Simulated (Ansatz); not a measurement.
# PtSe2 monolayer (2H): modes against uniaxial strain along the armchair direction, normal to a, with the width clamped, part 2 of 2

Aim: how do the optical modes of PtSe2 monolayer (2H) shift and split under this strain?

Ansatz 0.2.0; DFT PBE, scalar-relativistic, plane waves, PAW; PAW set soft_1.

So far. Step 4 (Tight relaxation): The largest force component left is 0.043 meV/Å, within the tolerances set.

## (5) Zone-centre response at rest

The force constants come from the linear response of the density to a displacement.

The modes at rest are the reference of the series.

input.yaml reads:

```yaml
crystal:
  lattice:
    - [3.6356522759, 0.0, 0.0]
    - [-1.817826138, 3.1485672303, 0.0]
    - [0.0, 0.0, 30.46]
  atoms:
    - { symbol: Pt, position: [0.3333333333, 0.6666666667, 0.3282994091] }
    - { symbol: Se, position: [0.6666666667, 0.3333333333, 0.3766691291] }
    - { symbol: Se, position: [0.6666666667, 0.3333333333, 0.279929689] }
  periodic: [true, true, false]
kpoints:
  mp_grid: { grid: [15, 15, 1] }
hamiltonian:
  xc: pbe
  pseudopotentials: { kind: paw, azcp: { folder: soft_1 } }
scf:
  occupations: { method: methfessel_paxton, width: 0.2 }
output:
  eigenvalues: true
phonons:
  method: dfpt
```

Run with:

```console
$ ansatz run input.yaml --threads 4 --pin off --max-ram 16384MiB --backend cpu --events-out ev --progress --plain --runs-dir out
```

Numbers of over 12 decimals in the logs are rounded to 6 here.

Output:

```text
Warning: crystal.symmetry: narrowed to the stabiliser of the run's FFT grids — unitary ops 12 → 6. A phonons.method: dfpt run fills in the rows of the dynamical matrix that it does not solve by its symmetry operations, which is exact only for operations that map its FFT grids onto themselves: filled in by any other, the frequencies could depend on the order in which like atoms are typed, or, by more than the grids' own error, on where the crystal sits among the grids' points. Excluded: 6 operations. The run can therefore solve more perturbations, solve them on more k-points, or both, and cost more. [rest of the remark cut]
[...]
Crystal: 3 atoms, lattice volume = 348.679 Å³
Basis set: ecut = 420 eV, 6725 PW (Γ), exchange–correlation on 50×50×432 points (8 copies of the dense FFT grid, shifted against one another)
Bands: 30, of which v1, the nominal top of the filled ones, is band 25 counted from 1 (24 counted from 0)
Symmetry: 12 space group operations
k-points: 64 of 225 (irreducible under 2 space group operations, time reversal used)
[...]
SCF iter   1: F=—  HF=-23463.254534 eV  |F-HF|=—  |Δ(HF+E_count)|=         —  Δρ=2.84e-2  dr2=3.07e0  ethr=3.10e-3  ⟨swp⟩=11.8  Hψ=11098  notcnv=0
[...]
SCF iter  11: F=-23462.706953 eV  HF=-23462.706953 eV  |F-HF|=0.00e0  |Δ(HF+E_count)|=  5.57e-10  S|Δr|=    0.00e0  Δρ=2.19e-8  dr2=2.06e-12  ethr=1.00e-12  ⟨swp⟩=14.8  Hψ=13561  notcnv=0
SCF 1 converged in 11 iterations: F = -23462.706953 eV  dr2 = 2.06e-12
[...]
DFPT response loops at Γ: preconditioner auto → none (partly filled bands, converged f_vac=0.781); β = 0.50; Broyden in place of MSR1
SCF converged after 11 iterations
[...]
Free energy (F): -23462.706953 eV
[...]
Internal energy: -23462.707131 eV  (E = F + TS)
E sigma→0 (E₀):  -23462.706997 eV
Entropy (-TS):   0.000178 eV (0.059 meV/atom)
Fermi energy:    -4.714706 eV
Step filling:    the computed levels leave a gap of 0.0000 eV = 0.0 smearing widths at the electron count; against every level under it full and every level over it empty, smearing changes F+E_penalty+E_count by +1.022 meV and its σ→0 estimate by +0.978 meV
[...]
--- Band table (eV; the first three rows and the last of 64) ---
  k-point 0: bands = [... 21 lower, -7.2340, -6.2244, -4.1468, -4.1468, -3.9226, -3.9226, -2.0985, -0.4090, ... 1 higher]
  k-point 1: bands = [... 21 lower, -7.2844, -6.1656, -4.3402, -4.1725, -4.1035, -4.0250, -1.7904 (-1.7904°), -0.3298, ... 1 higher]
  k-point 2: bands = [... 21 lower, -7.4355, -6.0645, -4.7251, -4.6465, -4.3037, -3.9870, -1.1795 (-1.1795°), -0.1227, ... 1 higher]
  k-point 63: bands = [... 21 lower, -8.1281, -7.2270, -6.8778, -5.6041, -4.4089, -3.4877, -0.4292, 1.4510, ... 1 higher]
  ° read free of the cell's end (the report's vacuum.weakly_bound_levels)
--- Phonons (Γ-DFPT): 6 representative perturbations + reference, on 64 of 225 k-points (Σ response iterations 34) ---
  ASR residual: 3.510e-5 → 0.000e0 eV/Å²; symmetrization residual: 1.762e-4 eV/Å²
  The last average, over the group as it would stand without the narrowing to the FFT grids, took up to 6.635e-6 eV/Å² of the zone centre's force constants
  ASR residual per site (eV/Å²): 3.51e-5 2.64e-5 9.10e-6
  Γ frequencies (cm⁻¹): 0.00 0.00 0.00 102.42 102.42 106.60 106.60 130.23 192.04
  non-analytic LO–TO correction: not included (Born effective charges unavailable; polar crystals: no LO–TO splitting at Γ)
```

The job ended after 3.4 min (4 threads of Arm Neoverse V1, shared host; peak memory 2.3 GiB).

In the SCF lines HF is the Harris–Foulkes energy and dr2 the Hartree energy of the density residual, in eV; the loop may stop once dr2 is under the threshold and the program's other checks hold. Hψ counts applications of the Hamiltonian.

Numbers from this step:

```
sum-rule residual before enforcement                    : 3.51e-5 eV/Å²
point group                                             : -6m2
highest optical mode at the zone centre (no LO-TO term) : 192.0 cm⁻¹
lowest optical zone-centre mode                         : 102.4 cm⁻¹
```

Patterns of degenerate modes are one choice out of their space. The modes at Γ (shares of kinetic energy by element, %):

```tsv
mode	frequency (cm⁻¹)	symmetry	Pt %	Se %
1	0.0	acoustic	55	45
2	0.0	acoustic	55	45
3	0.0	acoustic	55	45
4	102.4	E''	0	100
5	102.4	E''	0	100
6	106.6	E'	45	55
7	106.6	E'	45	55
8	130.2	A2''	45	55
9	192.0	A1'	0	100
```

Displacements in mode 5 (102.4 cm⁻¹), the largest set to 1:
```
Pt1  0.00  0.00  0.00
Se2  0.35  1.00  0.00
Se3 -0.35 -1.00  0.00
```

Displacements in mode 7 (106.6 cm⁻¹), the largest set to 1:
```
Pt1  0.00  0.81  0.00
Se2  0.00 -1.00  0.00
Se3  0.00 -1.00  0.00
```

Before it was imposed, the acoustic sum rule was missed by 3.5e-5 eV/Å². Small misses are needed for a sound result but don't prove that mesh and cutoff are converged. The lowest optical mode is real, 102 cm⁻¹.

## (6) Relaxation of a member: uniaxial strain of +5 % along the armchair direction, normal to a, with the width clamped

The cell takes a uniaxial strain of +5 % along the armchair direction, normal to a, with the width clamped. The cell is held, and the atoms relax in it.

input.yaml, the sections that differ from step 5:

```yaml
crystal:
  lattice:
    - [3.6356522759, 0.0, 0.0]
    - [-1.817826138, 3.3059955918, 0.0]
    - [0.0, 0.0, 30.46]
  atoms:
    - { symbol: Pt, position: [0.3411343501, 0.6822687003, 0.3282994091] }
    - { symbol: Se, position: [0.6627661582, 0.3255323165, 0.3751887215] }
    - { symbol: Se, position: [0.6627661582, 0.3255323165, 0.2814100966] }
  periodic: [true, true, false]
output:
  forces: true
  stress: true
  eigenvalues: true
relax:
  adjacent_minimum: "off"
  f_tol: 0.001
  max_steps: 60
# kpoints, hamiltonian, scf: as in step 5
# phonons: removed
```

Output:

```text
[...]
F+E_penalty+E_count = -23462.68001876 eV   max|allowed force component| = 7.202e-5 eV/Å
  cell:  # Å, volume = 366.1125 Å³
    - [3.6356522759, 2.749286620836517e-11, 0.0]
    - [-1.817826137975, 3.305996, 0.0]
    - [0.0, 0.0, 30.46]
  atoms:
    - { symbol: Pt, position: [0.342971, 0.685942, 0.328299] }
    - { symbol: Se, position: [0.661848, 0.323696, 0.374807] }
    - { symbol: Se, position: [0.661848, 0.323696, 0.281792] }
[key lines of the parts left out:]
SCF converged after 4 iterations
Free energy (F): -23462.680019 eV
Fermi energy:    -4.634632 eV
P = ½ c Tr σ = -1.1324 N/m
```

The job ended after 88 s (4 threads; peak memory 1 GiB).

The steps of the relaxation:

```tsv
step	energy less that of the first step (eV)	largest force component (eV/Å)
1	0.0000	0.1178
2	-0.0013	0.0696
3	-0.0019	0.0407
4	-0.0021	0.0023
5	-0.0021	0.0023
6	-0.0021	0.0001
```

Forces are held to the 4 operations that the run works with; a distortion that breaks them can't arise in this run.

The atoms that moved most (Å):

```tsv
atom	dx	dy	dz	length
Se2	0.000	-0.006	-0.012	0.013
Se3	0.000	-0.006	0.012	0.013
Pt1	0.000	0.012	0.000	0.012
```

The relaxed structure:

```xyz
3
Lattice="3.6357 0.0000 0.0000 -1.8178 3.3060 0.0000 0.0000 0.0000 30.4600" Properties=species:S:1:pos:R:3
Pt    0.0000    2.2677   10.0000
Se    1.8178    1.0701   11.4166
Se    1.8178    1.0701    8.5834
```

This step gave:

```yaml
area_per_atom: 4.006 Å²
```

The largest force component left is 0.071 meV/Å.

## (7) Modes of this member: uniaxial strain of +5 % along the armchair direction, normal to a, with the width clamped

The zone-centre modes follow for uniaxial strain of +5 % along the armchair direction, normal to a, with the width clamped.

input.yaml, the sections that differ from step 6:

```yaml
crystal:
  lattice:
    - [3.6356522759, 0.0, 0.0]
    - [-1.817826138, 3.3059955918, 0.0]
    - [0.0, 0.0, 30.46]
  atoms:
    - { symbol: Pt, position: [0.3429711178, 0.6859422357, 0.3282994091] }
    - { symbol: Se, position: [0.6618477744, 0.3236955488, 0.3748067731] }
    - { symbol: Se, position: [0.6618477744, 0.3236955488, 0.281792045] }
  periodic: [true, true, false]
output:
  eigenvalues: true
phonons:
  method: dfpt
# kpoints, hamiltonian, scf: as in step 6
# relax: removed
```

Output:

```text
[...]
Crystal: 3 atoms, lattice volume = 366.112 Å³
Basis set: ecut = 420 eV, 7149 PW (Γ), exchange–correlation on 54×54×432 points (8 copies of the dense FFT grid, shifted against one another)
Bands: 30, of which v1, the nominal top of the filled ones, is band 25 counted from 1 (24 counted from 0)
Symmetry: 4 space group operations
k-points: 64 of 225 (irreducible under 2 space group operations, time reversal used)
[...]
SCF iter   1: F=—  HF=-23463.187643 eV  |F-HF|=—  |Δ(HF+E_count)|=         —  Δρ=2.71e-2  dr2=2.89e0  ethr=3.10e-3  ⟨swp⟩=11.3  Hψ=10878  notcnv=0
[...]
SCF iter  12: F=-23462.680019 eV  HF=-23462.680019 eV  |F-HF|=7.28e-11  |Δ(HF+E_count)|=  7.93e-10  S|Δr|=    0.00e0  Δρ=2.11e-8  dr2=2.07e-12  ethr=1.00e-12  ⟨swp⟩=14.8  Hψ=13719  notcnv=0
SCF 1 converged in 12 iterations: F = -23462.680019 eV  dr2 = 2.07e-12
[...]
SCF converged after 12 iterations
[...]
Free energy (F): -23462.680019 eV
[...]
Internal energy: -23462.678791 eV  (E = F + TS)
E sigma→0 (E₀):  -23462.679712 eV
Entropy (-TS):   -0.001228 eV (-0.409 meV/atom)
Fermi energy:    -4.634645 eV
[...]
--- Band table (eV; the first three rows and the last of 64) ---
  k-point 0: bands = [... 21 lower, -6.9880, -5.7719, -4.3169, -4.2956, -3.9786, -3.7017, -2.3522, -0.4468, ... 1 higher]
  k-point 1: bands = [... 21 lower, -7.0543, -5.7334, -4.4997, -4.2674, -4.1541, -3.8079, -2.0697, -0.3945, ... 1 higher]
  k-point 2: bands = [... 21 lower, -7.2461, -5.6899, -4.8985, -4.4944, -4.1330, -4.0978, -1.4648 (-1.4648°), -0.2504, ... 1 higher]
  k-point 63: bands = [... 21 lower, -8.0089, -7.0146, -6.6361, -5.6516, -4.1634, -3.4232, -0.4789, 1.3110, ... 1 higher]
  ° read free of the cell's end (the report's vacuum.weakly_bound_levels)
[...]
ASR residual: 8.179e-5 → 0.000e0 eV/Å²; symmetrization residual: 2.406e-5 eV/Å²
[...]
ASR residual per site (eV/Å²): 8.18e-5 2.14e-5 1.40e-5
  Γ frequencies (cm⁻¹): 0.00 0.00 0.00 83.55 97.84 98.54 119.25 133.64 188.81
[...]
```

It took 4.2 min on 4 threads; peak memory 2.4 GiB; 16 min of CPU time.

Numbers from this step:

* sum-rule residual before enforcement: 8.18e-5 eV/Å²
* point group: mm2
* highest optical mode at the zone centre (no LO-TO term): 188.8 cm⁻¹
* lowest optical zone-centre mode: 83.55 cm⁻¹

Patterns of degenerate modes are one choice out of their space. Modes at Γ, with each element's share of the kinetic energy:

```tsv
mode	frequency (cm⁻¹)	symmetry	Pt %	Se %
1	0.0	acoustic	55	45
2	0.0	acoustic	55	45
3	0.0	acoustic	55	45
4	83.5	B1	16	84
5	97.8	B2	45	55
6	98.5	A2	0	100
7	119.2	A1	45	55
8	133.6	B1	28	72
9	188.8	A1	0	100
```

Displacements in mode 4 (83.5 cm⁻¹), the largest set to 1:
```
Pt1  0.00  0.00  0.46
Se2  0.00  1.00 -0.57
Se3  0.00 -1.00 -0.57
```

Displacements in mode 9 (188.8 cm⁻¹), the largest set to 1:
```
Pt1  0.00 -0.01  0.00
Se2  0.00  0.01  1.00
Se3  0.00  0.01 -1.00
```

The lowest optical mode is real, 83.5 cm⁻¹, and the highest lies at 188.8 cm⁻¹.

## (8) A member of the series: uniaxial strain of -3 % along the armchair direction, normal to a, with the width clamped

The cell takes a uniaxial strain of -3 % along the armchair direction, normal to a, with the width clamped. The cell is held, and the atoms relax in it.

input.yaml, the sections that differ from step 7:

```yaml
crystal:
  lattice:
    - [3.6356522759, 0.0, 0.0]
    - [-1.817826138, 3.0541102134, 0.0]
    - [0.0, 0.0, 30.46]
  atoms:
    - { symbol: Pt, position: [0.3301299384, 0.6602598768, 0.3282994091] }
    - { symbol: Se, position: [0.6682683641, 0.3365367282, 0.3773639533] }
    - { symbol: Se, position: [0.6682683641, 0.3365367282, 0.2792348648] }
  periodic: [true, true, false]
output:
  forces: true
  stress: true
  eigenvalues: true
relax:
  adjacent_minimum: "off"
  f_tol: 0.001
  max_steps: 60
# kpoints, hamiltonian, scf: as in step 7
# phonons: removed
```

Output:

```text
[...]
Crystal: 3 atoms, lattice volume = 338.218 Å³
Basis set: ecut = 420 eV, 6505 PW (Γ), exchange–correlation on 50×48×432 points (8 copies of the dense FFT grid, shifted against one another)
Bands: 30, of which v1, the nominal top of the filled ones, is band 25 counted from 1 (24 counted from 0)
Symmetry: 4 space group operations
[...]
F+E_penalty+E_count = -23462.69315957 eV   max|allowed force component| = 4.672e-5 eV/Å
  cell:  # Å, volume = 338.2182 Å³
    - [3.6356522759, 2.976031909130659e-11, 0.0]
    - [-1.817826137975, 3.054110, 0.0]
    - [0.0, 0.0, 30.46]
  atoms:
    - { symbol: Pt, position: [0.328794, 0.657588, 0.328299] }
    - { symbol: Se, position: [0.668936, 0.337873, 0.377704] }
    - { symbol: Se, position: [0.668936, 0.337873, 0.278894] }
[key lines of the parts left out:]
SCF converged after 4 iterations
Free energy (F): -23462.693160 eV
Fermi energy:    -4.732326 eV
P = ½ c Tr σ = 0.9451 N/m
```

Wall time 86 s (4 threads); peak memory 1 GiB; 5.6 min of CPU time.

The steps of the relaxation:

```tsv
step	energy less that of the first step (eV)	largest force component (eV/Å)
1	0.0000	0.1180
2	-0.0009	0.0787
3	-0.0015	0.0297
4	-0.0016	0.0011
5	-0.0016	0.0011
6	-0.0016	0.0000
```

The run keeps the 4 symmetry operations that it works with, so distortions that break them were not tested.

The atoms that moved most (Å):

```tsv
atom	dx	dy	dz	length
Se3	0.000	0.004	-0.010	0.011
Se2	0.000	0.004	0.010	0.011
Pt1	0.000	-0.008	0.000	0.008
```

Final coordinates:

```xyz
3
Lattice="3.6357 0.0000 0.0000 -1.8178 3.0541 0.0000 0.0000 0.0000 30.4600" Properties=species:S:1:pos:R:3
Pt    0.0000    2.0083   10.0000
Se    1.8178    1.0319   11.5049
Se    1.8178    1.0319    8.4951
```

Numbers from this step:

```
area per atom : 3.701 Å²
```

The largest force component left is 0.047 meV/Å.

## (9) Modes of this member: uniaxial strain of -3 % along the armchair direction, normal to a, with the width clamped

The zone-centre modes follow for uniaxial strain of -3 % along the armchair direction, normal to a, with the width clamped.

input.yaml, the sections that differ from step 8:

```yaml
crystal:
  lattice:
    - [3.6356522759, 0.0, 0.0]
    - [-1.817826138, 3.0541102134, 0.0]
    - [0.0, 0.0, 30.46]
  atoms:
    - { symbol: Pt, position: [0.3287938821, 0.6575877641, 0.3282994091] }
    - { symbol: Se, position: [0.6689363923, 0.3378727845, 0.377704485] }
    - { symbol: Se, position: [0.6689363923, 0.3378727845, 0.2788943331] }
  periodic: [true, true, false]
output:
  eigenvalues: true
phonons:
  method: dfpt
# kpoints, hamiltonian, scf: as in step 8
# relax: removed
```

Output:

```text
[...]
Crystal: 3 atoms, lattice volume = 338.218 Å³
Basis set: ecut = 420 eV, 6505 PW (Γ), exchange–correlation on 60×60×432 points (8 copies of the dense FFT grid, shifted against one another)
Bands: 30, of which v1, the nominal top of the filled ones, is band 25 counted from 1 (24 counted from 0)
Symmetry: 4 space group operations
[...]
k-point 63: bands = [... 21 lower, -8.0706, -7.3543, -6.9315, -5.5502, -4.4817, -3.5109, -0.3896, 1.5369, ... 1 higher]
  ° read free of the cell's end (the report's vacuum.weakly_bound_levels)
[...]
ASR residual: 2.095e-5 → 0.000e0 eV/Å²; symmetrization residual: 1.557e-5 eV/Å²
[...]
ASR residual per site (eV/Å²): 1.07e-5 5.07e-6 2.10e-5
  Γ frequencies (cm⁻¹): 0.00 0.00 0.00 101.45 103.31 116.00 122.54 134.87 193.60
[...]
[key lines of the parts left out:]
SCF converged after 12 iterations
Free energy (F): -23462.693160 eV
Fermi energy:    -4.732327 eV
```

Elapsed: 4 min, on 4 threads; peak memory 2.3 GiB.

This step gave:

```
sum-rule residual before enforcement                    : 2.10e-5 eV/Å²
highest optical mode at the zone centre (no LO-TO term) : 193.6 cm⁻¹
lowest optical zone-centre mode                         : 101.5 cm⁻¹
```

Patterns of degenerate modes are one choice out of their space. The modes at Γ (shares of kinetic energy by element, %):

```tsv
mode	frequency (cm⁻¹)	symmetry	Pt %	Se %
1	0.0	acoustic	55	45
2	0.0	acoustic	55	45
3	0.0	acoustic	55	45
4	101.5	B1	3	97
5	103.3	A2	0	100
6	116.0	B2	45	55
7	122.5	A1	45	55
8	134.9	B1	42	58
9	193.6	A1	0	100
```

The lowest optical mode is real, 101 cm⁻¹, and the highest lies at 193.6 cm⁻¹.

## (10) All members side by side

The members are set side by side, also those not shown above.

Energies are extrapolated to zero smearing, and E0 is that at rest; the cell is clamped and the atoms are relaxed; all runs use 15×15×1 k points and Methfessel-Paxton smearing of 0.2 eV. State of the crystal along the series:

```tsv
strain (%)	E - E0 (meV/atom)
-3	4.263
-2	1.665
-1	0.3113
0	0
1	0.5328
2	1.778
3	3.664
4	6.114
5	9.095
```

Optical modes are counted from below at rest and tracked from member to member by their patterns, and modes that stay within 0.3 cm⁻¹ of each other stand once; labels, where given, are those at rest, then, where named, those of the strained cell; the cell is clamped and the atoms are relaxed; all runs use 15×15×1 k points and Methfessel-Paxton smearing of 0.2 eV. Optical modes along the series:

```tsv
strain (%)	optical mode 1 E'' to A2 single part (cm⁻¹)	optical mode 2 E'' single part (cm⁻¹)	optical mode 3 E' single part (cm⁻¹)	optical mode 4 E' to A1 single part (cm⁻¹)	optical mode 5 A2'' (cm⁻¹)	optical mode 6 A1' to A1 (cm⁻¹)
-3	103.3	101.5	116	122.5	134.9	193.6
-2	103.7	101.9	112.8	117.8	134	193.4
-1	103.4	102.2	109.7	111.8	132.5	192.8
0	102.4	102.4	106.6	106.6	130.2	192
1	101.1	101.9	104	104.1	128.1	191.3
2	99.81	99.57	101.8	105.1	127.2	190.7
3	98.89	95.3	100.1	108.8	128.2	190
4	98.54	89.81	98.87	114.1	130.6	189.4
5	98.54	83.55	97.84	119.2	133.6	188.8
```

Value and slope at zero strain of a cubic (a lower polynomial where under five rows exist) through the rows within 2 % of rest. Slopes at rest:

```tsv
mode	frequency (cm⁻¹)	shift per percent of strain (cm⁻¹)
optical mode 1 E'' to A2 single part	102.4	-1.2
optical mode 2 E'' single part	102.4	0.01
optical mode 3 E' single part	106.6	-2.87
optical mode 4 E' to A1 single part	106.7	-4.06
optical mode 5 A2''	130.2	-2.38
optical mode 6 A1' to A1	192.1	-0.78
```

## (11) Results

* members: 9
* highest optical mode at the zone centre (no LO-TO term), at rest: 192.0 cm⁻¹
* optical mode 3 E' single part, shift per percent: -2.87 cm⁻¹
* optical mode 4 E' to A1 single part, shift per percent: -4.06 cm⁻¹
* optical mode 5 A2'', shift per percent: -2.38 cm⁻¹
* optical mode 6 A1' to A1, shift per percent: -0.78 cm⁻¹

In words: The strain lowers the symmetry: the level at 106.6 cm⁻¹ splits, into 97.8 and 119.2 cm⁻¹ at +5 %. Within 2 % of rest several modes bend away from a straight line, so single slopes hold only near rest. The width is clamped, so the contraction across the strain that a free sheet shows is left out. These are harmonic frequencies at zero temperature: anharmonic shifts, linewidths and thermal expansion are left out. Spin-orbit coupling is left out, which can matter for the heavy elements here. With no gap, or one that is small against the smearing, the frequencies hang on the k mesh and the smearing, most of all near Kohn anomalies. A semilocal functional can close a gap that the real compound would have, so the metallic treatment may be an artefact of the level. The starting cell was built on a prototype and not taken from a measurement. Only the zone centre was solved, so an instability at another wavevector cannot show here.

[Logs are printed without paths, hosts, clocks, repeated set-up lines and the standing remarks that a program may print on its own settings, such as how far it seeks lower states.]

[Hosts, paths, dates, database ids (printed as entryN), source tags and the programs' standing remarks are cut or masked in the printed files.]
